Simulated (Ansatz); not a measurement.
# Li2SnCl6: complex band structure

Wanted: the relaxed cell of Li2SnCl6, its band edges and its decay constants. It is built by putting Li for K in the K2SnCl6 structure of space group Fm-3m, with the volume rescaled by atomic radii. The parent structure comes from the Materials Project.

Program: Ansatz 0.2.0. Level of theory: r2SCAN DFT, plane waves, PAW files, in the first sound run; inputs show where later runs differ. Results are calculated unless marked as measured.

Report form: the programs' logs are mostly left out.

The structure was built from a prototype and need not be the compound's stable phase.

## (1) Set-up

The structure is cubic, space group Fm-3m (No. 225). The conventional cell has a = 9.110 Å, b = 9.110 Å, c = 9.110 Å, α = 90.00°, β = 90.00°, γ = 90.00°. Nearest to Li lie 12 Cl at 3.22 Å. Sn has 6 Cl at 2.22 Å nearest. Nearest to Cl lie 1 Sn at 2.22 Å. It derives from K2SnCl6. Li for K in the K2SnCl6 structure of space group Fm-3m. Farther neighbours and most contacts between anions are not listed.

## (2) Relaxing the new crystal

The substituted atoms don't fit the parent's cell, so cell and atoms relax together. A small smearing keeps the run stable in case the gap closes on the way.

Contents of input.yaml:

```yaml
crystal:
  lattice:
    - [0.0, 4.5550729879, 4.5550729879]
    - [4.5550729879, 0.0, 4.5550729879]
    - [4.5550729879, 4.5550729879, 0.0]
  atoms:
    - { symbol: Li, position: [0.75, 0.75, 0.75] }
    - { symbol: Li, position: [0.25, 0.25, 0.25] }
    - { symbol: Sn, position: [0.0, 0.0, 0.0] }
    - { symbol: Cl, position: [0.75648445, 0.75648445, 0.24351555] }
    - { symbol: Cl, position: [0.75648445, 0.24351555, 0.75648445] }
    - { symbol: Cl, position: [0.24351555, 0.75648445, 0.24351555] }
    - { symbol: Cl, position: [0.24351555, 0.24351555, 0.75648445] }
    - { symbol: Cl, position: [0.24351555, 0.75648445, 0.75648445] }
    - { symbol: Cl, position: [0.75648445, 0.24351555, 0.24351555] }
kpoints:
  mp_grid: { grid: [4, 4, 4] }
scf:
  occupations: { method: gaussian, width: 0.03 }
hamiltonian:
  xc: r2scan
output:
  forces: true
  stress: true
relax:
  f_tol: 0.02
  max_steps: 60
  cell: {}
```

Run with:

```sh
$ ansatz run input.yaml --threads 2 --pin off --max-ram 4096MiB --backend cpu --events-out ev --progress --plain --runs-dir out
```

The job ended after 33 s (2 threads of Intel Xeon Platinum 8488C (Sapphire Rapids), shared host; peak memory 1.3 GiB).

The steps of the relaxation:

| step | energy less that of the first step (eV) | largest force component (eV/Å) | pressure (GPa) | volume (Å³) |
| --- | --- | --- | --- | --- |
| 1 | 0.0000 | 3.9375 | 17.82 | 189.02 |
| 2 | -2.3568 | 0.4812 | 0.60 | 218.74 |
| 3 | -2.4060 | 0.2429 | -0.38 | 250.68 |
| 4 | -2.4708 | 0.0212 | -0.26 | 238.65 |
| 5 | -2.4752 | 0.0268 | -0.01 | 233.86 |
| 6 | -2.4754 | 0.0068 | 0.03 | 234.35 |
| 7* | -2.4803 | 0.0057 | 0.03 | 234.35 |

Relaxation steps marked * repeat the geometry before them on a plane-wave basis chosen anew for their cell, so energy and pressure can jump there.

The run keeps the 48 symmetry operations that it works with, so distortions that break them were not tested.

| conventional cell, symmetrised | before | after | change |
| --- | --- | --- | --- |
| a (Å) | 9.110 | 9.787 | +7.4 % |
| b (Å) | 9.110 | 9.787 | +7.4 % |
| c (Å) | 9.110 | 9.787 | +7.4 % |
| volume (Å³/atom) | 21.00 | 26.04 | +24.0 % |

The atoms that moved most (Å, as changes of fractional coordinates times the final cell):

| atom | dx | dy | dz | length |
| --- | --- | --- | --- | --- |
| Cl8 | -0.046 | 0.000 | 0.000 | 0.046 |
| Cl4 | 0.000 | 0.000 | -0.046 | 0.046 |
| Cl5 | 0.000 | -0.046 | 0.000 | 0.046 |
| Cl9 | 0.046 | 0.000 | 0.000 | 0.046 |
| Cl6 | 0.000 | 0.046 | 0.000 | 0.046 |
| Cl7 | 0.000 | 0.000 | 0.046 | 0.046 |

Numbers from this step:

| Quantity | Value |
| --- | --- |
| free energy | -12962.1072 eV |
| Fermi energy | 2.506 eV |
| pressure | 0.03057 GPa |

The largest force component on a free atom ends at 0.0057 eV/Å.

## (3) Band edges

The energy window and the wavevectors of the next steps follow from the band edges, so these are searched first, off the mesh as well.

Contents of input.yaml:

```yaml
crystal:
  lattice:
    - [0.0, 4.8933915677, 4.8933915677]
    - [4.8933915677, 0.0, 4.8933915677]
    - [4.8933915677, 4.8933915677, 0.0]
  atoms:
    - { symbol: Li, position: [0.75, 0.75, 0.75] }
    - { symbol: Li, position: [0.25, 0.25, 0.25] }
    - { symbol: Sn, position: [0.0, 0.0, 0.0] }
    - { symbol: Cl, position: [0.7517963545, 0.7517963545, 0.2482036455] }
    - { symbol: Cl, position: [0.7517963545, 0.2482036455, 0.7517963545] }
    - { symbol: Cl, position: [0.2482036455, 0.7517963545, 0.2482036455] }
    - { symbol: Cl, position: [0.2482036455, 0.2482036455, 0.7517963545] }
    - { symbol: Cl, position: [0.2482036455, 0.7517963545, 0.7517963545] }
    - { symbol: Cl, position: [0.7517963545, 0.2482036455, 0.2482036455] }
kpoints:
  mp_grid: { grid: [4, 4, 4] }
  band_path: { path: [VBM, CBM], npoints: 30 }
scf:
  occupations: { method: fixed }
hamiltonian:
  xc: r2scan
output:
  eigenvalues: true
  write_potential: true
  write_density: true
  volumetric_format: npy
```

The job ended after 24 s (2 threads; peak memory 1.1 GiB; 46 s of CPU time).

Numbers from this step:

```
Fermi energy        : 1.079 eV
gap on the k-mesh   : 2.854 eV
gap on path         : 2.854 eV, by band count; negative where bands overlap
direct gap on path  : 2.854 eV
edge places on path : 0, 0 1/A along the path
```

Levels at VBM (eV): -6.57, -3.55, -3.55, -3.55, -2.50, -2.50, -2.50, -0.85, -0.85, -0.85, -0.65, -0.65, -0.63, -0.63, -0.63, 0.00, 0.00, 0.00, 2.85, 4.80, 5.54, 7.33, 7.33, 7.33.

The searched edges give 2.85 eV, as on the mesh.

## (4) Decaying states in the gap, plane (001), k-mesh 6×6×6

This step: r2SCAN DFT, plane waves, PAW files; complex bands by layer matching along the plane's normal (Ansatz 0.2.0).

The same crystal is laid in a cell whose first two vectors span the (001) plane (indices of the standard conventional cell, whose axes can be ordered otherwise than in the bulk input). At fixed energy and wavevector in the plane the solver finds all kz, real and complex. A few wavevectors are listed, (0, 0) and (0.5, 0) in units of the plane's reciprocal vectors; the slowest state needn't be among them.

Contents of input.yaml:

```yaml
crystal:
  lattice:
    - [6.920300721, 0.0, 0.0]
    - [0.0, 6.920300721, 0.0]
    - [3.460150361, 3.460150361, 4.893391568]
  atoms:
    - { symbol: Li, position: [0.75, 0.25, 0.5] }
    - { symbol: Li, position: [0.25, 0.75, 0.5] }
    - { symbol: Sn, position: [0.0, 0.0, 0.0] }
    - { symbol: Cl, position: [0.2482036455, 0.2482036455, 0.503592709] }
    - { symbol: Cl, position: [0.7517963545, 0.7517963545, 0.0] }
    - { symbol: Cl, position: [0.2482036455, 0.2482036455, 0.0] }
    - { symbol: Cl, position: [0.7517963545, 0.7517963545, 0.496407291] }
    - { symbol: Cl, position: [0.7517963545, 0.2482036455, 0.0] }
    - { symbol: Cl, position: [0.2482036455, 0.7517963545, 0.0] }
kpoints:
  mp_grid: { grid: [6, 6, 6] }
scf:
  occupations: { method: fixed }
hamiltonian:
  xc: r2scan
output:
  eigenvalues: true
  transmission:
    leads: [[0, 0]]
    kpoints: [[0.0, 0.0], [0.5, 0.0]]
    e_range: [-1.0, 3.85]
    de: 0.12
```

It took 2.5 min on 2 threads; peak memory 2.8 GiB; 4.9 min of CPU time.

This step gave:

```
free energy                                               : -12962.1073 eV
level to which the leads are filled                       : 1.427 eV from the Fermi level
decay constant at the filling level, zone centre          : 0.3156 Å⁻¹
decay constant at the filling level, slowest listed point : 0.3156 Å⁻¹
```

K parallel (0, 0); values up to 1.5 1/Å, a degenerate pair printed once or twice; energies at which all values exceed this have no row. The Im kz of the slowest decaying states by energy, zero at the highest filled level on the SCF mesh:

| energy (eV) | decay 1 (Å⁻¹) | decay 2 (Å⁻¹) | decay 3 (Å⁻¹) | decay 4 (Å⁻¹) |
| --- | --- | --- | --- | --- |
| -1.00 | 0.716 | 0.733 | 0.822 | 0.943 |
| -0.76 | 0.237 | 0.303 | 0.675 | 0.705 |
| -0.64 | 0.0117 | 0.349 | 0.475 | 0.700 |
| -0.40 | 0.166 | 0.308 | 0.448 | 0.688 |
| -0.28 | 0.202 | 0.357 | 0.482 | 0.681 |
| -0.04 | 0.254 | 0.428 | 0.499 | 0.533 |
| 0.20 | 0.213 | 0.290 | 0.479 | 0.569 |
| 0.32 | 0.265 | 0.304 | 0.500 | 0.583 |
| 0.56 | 0.328 | 0.342 | 0.536 | 0.605 |
| 0.68 | 0.337 | 0.372 | 0.552 | 0.614 |
| 0.92 | 0.336 | 0.368 | 0.422 | 0.579 |
| 1.16 | 0.326 | 0.400 | 0.462 | 0.592 |
| 1.28 | 0.321 | 0.413 | 0.479 | 0.583 |
| 1.52 | 0.309 | 0.433 | 0.508 | 0.565 |
| 1.64 | 0.302 | 0.443 | 0.521 | 0.555 |
| 1.88 | 0.283 | 0.459 | 0.535 | 0.543 |
| 2.12 | 0.257 | 0.476 | 0.511 | 0.561 |
| 2.24 | 0.240 | 0.491 | 0.569 | 0.662 |
| 2.48 | 0.195 | 0.485 | 0.581 | 0.662 |
| 2.60 | 0.164 | 0.482 | 0.587 | 0.661 |
| 2.84 | 0.0403 | 0.474 | 0.595 | 0.659 |
| 3.08 | 0.440 | 0.488 | 0.601 | 0.635 |
| 3.20 | 0.426 | 0.491 | 0.603 | 0.621 |
| 3.44 | 0.396 | 0.495 | 0.593 | 0.605 |
| 3.56 | 0.380 | 0.497 | 0.578 | 0.606 |
| 3.80 | 0.346 | 0.497 | 0.546 | 0.605 |

K parallel (0.5, 0); values up to 1.5 1/Å, a degenerate pair printed once or twice; energies at which all values exceed this have no row. Im kz of the slowest decaying states against energy, zero at the highest filled level on the SCF mesh:

| energy (eV) | decay 1 (Å⁻¹) | decay 2 (Å⁻¹) | decay 3 (Å⁻¹) | decay 4 (Å⁻¹) |
| --- | --- | --- | --- | --- |
| -1.00 | 0.0536 | 0.0672 | 0.608 | 0.782 |
| -0.76 | 0.124 | 0.611 | 0.815 | 0.840 |
| -0.64 | 0.115 | 0.606 | 0.725 | 0.828 |
| -0.40 | 0.0896 | 0.151 | 0.559 | 0.584 |
| -0.28 | 0.0877 | 0.168 | 0.212 | 0.394 |
| -0.04 | 0.245 | 0.296 | 0.473 | 0.838 |
| 0.20 | 0.312 | 0.357 | 0.540 | 0.860 |
| 0.32 | 0.337 | 0.382 | 0.565 | 0.844 |
| 0.56 | 0.375 | 0.423 | 0.604 | 0.818 |
| 0.68 | 0.391 | 0.440 | 0.621 | 0.807 |
| 0.92 | 0.418 | 0.468 | 0.634 | 0.663 |
| 1.16 | 0.440 | 0.489 | 0.662 | 0.681 |
| 1.28 | 0.449 | 0.497 | 0.681 | 0.752 |
| 1.52 | 0.467 | 0.508 | 0.699 | 0.730 |
| 1.64 | 0.476 | 0.511 | 0.706 | 0.720 |
| 1.88 | 0.496 | 0.509 | 0.698 | 0.720 |
| 2.12 | 0.508 | 0.676 | 0.733 | 0.831 |
| 2.24 | 0.510 | 0.665 | 0.738 | 0.825 |
| 2.48 | 0.512 | 0.642 | 0.748 | 0.812 |
| 2.60 | 0.511 | 0.629 | 0.753 | 0.804 |
| 2.84 | 0.509 | 0.603 | 0.762 | 0.789 |
| 3.08 | 0.503 | 0.573 | 0.771 | 0.772 |
| 3.20 | 0.498 | 0.556 | 0.763 | 0.776 |
| 3.44 | 0.486 | 0.515 | 0.744 | 0.787 |
| 3.56 | 0.479 | 0.487 | 0.734 | 0.793 |
| 3.80 | 0.361 | 0.461 | 0.712 | 0.809 |

At the listed wavevectors the last open channel is at -0.04 eV and the next at +2.96 eV on the grid. At +1.40 eV, the grid energy nearest the filling level (the middle of the gap on the SCF mesh), the slowest state at the listed wavevectors decays with κ = 0.316 Å⁻¹, its amplitude falling by e over 3.2 Å. Through 1 nm of this crystal that state's transmission falls by exp(−2 × 0.316 Å⁻¹ × 10 Å) = 0.0018.

## (5) Decay over the two-dimensional zone

The listed points could miss the slowest state, so one energy near mid-gap is solved on a mesh of 8×8.

input.yaml, as its differences from that of step 4:

```diff
@@ -23,6 +23,2 @@
   eigenvalues: true
-  transmission:
-    leads: [[0, 0]]
-    kpoints: [[0.0, 0.0], [0.5, 0.0]]
-    e_range: [-1.0, 3.85]
-    de: 0.12
+  transmission: { leads: [[0, 0]], kmesh: [8, 8], e_range: [1.43, 1.44], de: 0.05 }
```

Run time: 2.5 min. Hardware: 2 threads; peak memory 2.8 GiB.

This step gave:

```yaml
least_decay_constant_on_the_mesh: 0.3141 Å⁻¹
```

Slowest decay constant (1/Å; 0 where a channel is open) over k1 and k2. At 1.4300 eV from the Fermi level.

Ten even steps from '_' (0.314) to '@' (0.581):
```
@@##@@**++**@@##
@@@@##**++**##@@
##****::..::****
++++++..__..++++
##****::..::****
@@@@##**++**##@@
@@##@@**++**@@##
%%@@@@##++##@@@@
```
Columns: k1 (b1) from -0.5 to 0.375; rows upwards: k2 (b2) from -0.5 to 0.375.

The least value on the mesh is 0.314 Å⁻¹ at +1.43 eV. At that energy the listed points give about 0.314 Å⁻¹ by interpolation, so the mesh holds no clearly slower state.

## (6) Decaying states in the gap, plane (111), k-mesh 4×4×4

The same for the (111) plane, at (0, 0) and (0.5, 0), to see how the decay depends on direction.

Contents of input.yaml:

```yaml
crystal:
  lattice:
    - [6.920300721, 0.0, 0.0]
    - [3.460150361, 5.993156226, 0.0]
    - [3.460150361, 1.997718742, 5.650401878]
  atoms:
    - { symbol: Li, position: [0.25, 0.25, 0.25] }
    - { symbol: Li, position: [0.75, 0.75, 0.75] }
    - { symbol: Sn, position: [0.0, 0.0, 0.0] }
    - { symbol: Cl, position: [0.2482036455, 0.7517963545, 0.7517963545] }
    - { symbol: Cl, position: [0.7517963545, 0.2482036455, 0.7517963545] }
    - { symbol: Cl, position: [0.2482036455, 0.7517963545, 0.2482036455] }
    - { symbol: Cl, position: [0.7517963545, 0.2482036455, 0.2482036455] }
    - { symbol: Cl, position: [0.2482036455, 0.2482036455, 0.7517963545] }
    - { symbol: Cl, position: [0.7517963545, 0.7517963545, 0.2482036455] }
kpoints:
  mp_grid: { grid: [4, 4, 4] }
scf:
  occupations: { method: fixed }
hamiltonian:
  xc: r2scan
output:
  eigenvalues: true
  transmission:
    leads: [[0, 0]]
    kpoints: [[0.0, 0.0], [0.5, 0.0]]
    e_range: [-1.0, 3.85]
    de: 0.1
```

The job ended after 1.8 min (2 threads; peak memory 2.2 GiB; 3.6 min of CPU time).

This step gave:

* free energy: -12962.1072 eV
* decay constant at the filling level, zone centre: 0.2927 Å⁻¹
* decay constant at the filling level, slowest listed point: 0.2927 Å⁻¹

K parallel (0, 0); values up to 1.5 1/Å, a degenerate pair printed once or twice; energies at which all values exceed this have no row. Im kz of the slowest decaying states against energy, zero at the highest filled level on the SCF mesh:

| energy (eV) | decay 1 (Å⁻¹) | decay 2 (Å⁻¹) | decay 3 (Å⁻¹) | decay 4 (Å⁻¹) |
| --- | --- | --- | --- | --- |
| -1.00 | 0.319 | 0.634 | 0.684 | 0.911 |
| -0.80 | 0.150 | 0.421 | 0.685 | 0.906 |
| -0.60 | 0.0625 | 0.190 | 0.685 | 0.899 |
| -0.40 | 0.0569 | 0.155 | 0.167 | 0.302 |
| -0.20 | 0.202 | 0.378 | 0.466 | 0.678 |
| 0.00 | 0.006 | 0.00709 | 0.234 | 0.404 |
| 0.20 | 0.215 | 0.256 | 0.310 | 0.436 |
| 0.30 | 0.251 | 0.265 | 0.371 | 0.450 |
| 0.50 | 0.279 | 0.300 | 0.459 | 0.477 |
| 0.70 | 0.288 | 0.335 | 0.499 | 0.522 |
| 0.90 | 0.294 | 0.361 | 0.519 | 0.572 |
| 1.10 | 0.296 | 0.382 | 0.537 | 0.611 |
| 1.30 | 0.295 | 0.400 | 0.552 | 0.606 |
| 1.50 | 0.290 | 0.414 | 0.565 | 0.591 |
| 1.70 | 0.281 | 0.426 | 0.576 | 0.576 |
| 1.90 | 0.268 | 0.436 | 0.559 | 0.586 |
| 2.10 | 0.250 | 0.444 | 0.542 | 0.595 |
| 2.30 | 0.224 | 0.450 | 0.524 | 0.602 |
| 2.50 | 0.187 | 0.455 | 0.504 | 0.608 |
| 2.60 | 0.162 | 0.457 | 0.494 | 0.611 |
| 2.80 | 0.0782 | 0.46 | 0.474 | 0.616 |
| 3.00 | 0.452 | 0.462 | 0.620 | 0.643 |
| 3.20 | 0.429 | 0.462 | 0.620 | 0.623 |
| 3.40 | 0.404 | 0.462 | 0.596 | 0.625 |
| 3.60 | 0.378 | 0.460 | 0.570 | 0.626 |
| 3.80 | 0.348 | 0.458 | 0.543 | 0.627 |

(Continued in part 2 of 2.)

[Logs are printed without paths, hosts, clocks, repeated set-up lines and the standing remarks that a program may print on its own settings, such as how far it seeks lower states.]

[Hosts, paths, dates, database ids (printed as entryN), source tags and the programs' standing remarks are cut or masked in the printed files.]
